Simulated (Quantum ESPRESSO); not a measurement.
# Calculated records

### Dysprosium: energy against a fixed spin moment

Symmetry: P6_3/mmc, No. 194, hexagonal system. The conventional cell has a = 3.590 Å, b = 3.590 Å, c = 5.647 Å, α = 90.00°, β = 90.00°, γ = 120.00°. Nearest to Dy lie 12 Dy at 3.50 to 3.59 Å.

```xyz
2
Lattice="3.5903 0.0000 0.0000 -1.7952 3.1093 0.0000 0.0000 0.0000 5.6475" Properties=species:S:1:pos:R:3 pbc="T T T"
Dy    0.0000    2.0729    1.4119
Dy    1.7952    1.0364    4.2356
```

```yaml
method: PBE; plane waves with SSSP 1.3 efficiency PBE potentials, no spin-orbit coupling (and 1 further level or step)
program: Quantum ESPRESSO 7.5
settings_of_one_run: SSSP 1.3 efficiency PBE, potential files Dy: Dy.paw.z_20.atompaw.wentzcovitch.v1.2.upf, cutoff 680.28 eV, 10×10×6 k-mesh, 32 bands, fermi-dirac occupations, smearing width 0.1 eV, collinear spin, SCF threshold 4.00e-9, starting moments 5 5 μB
cost: 8 runs, 34 min in all on 4 MPI ranks of Arm Neoverse V1, shared host (the runs of this entry)
notes: The run is spin-polarised, with a total moment of 9.50 μB a cell (absolute 9.50). Known weakness: open f shell state may not be lowest. All runs start parallel; opposed orders may lie lower. Open 4f shells have many stationary orbital fillings, so the state need not be the lowest, and spin-only moments miss the orbital part. Without a U the 4f states are treated as itinerant, which they seldom are.
moment_of_the_free_run: 9.50 μB a cell
energy_at_zero_total_moment: 6406 meV a cell over the lowest
delta_e_delta_m2_from_the_lowest_point_to_10p68_and_to_8p55_mu_b: 58 and 58 meV/μB²
```

At zero total moment the site moments vanish, so the 6406 meV a cell is the energy of forming them. The points show one minimum alone.

[Logs and program files are shortened in this print: banners, set-up blocks, solver, clock and traceback lines can be left out without a mark of their own.]

[Logs are printed without paths, hosts, clocks, repeated set-up lines and the standing remarks that a program may print on its own settings, such as how far it seeks lower states.]

[Hosts, paths, dates, database ids (printed as entryN), source tags and the programs' standing remarks are cut or masked in the printed files.]

[Where a cell is said to come from a database of computed structures, the database is the Materials Project.]
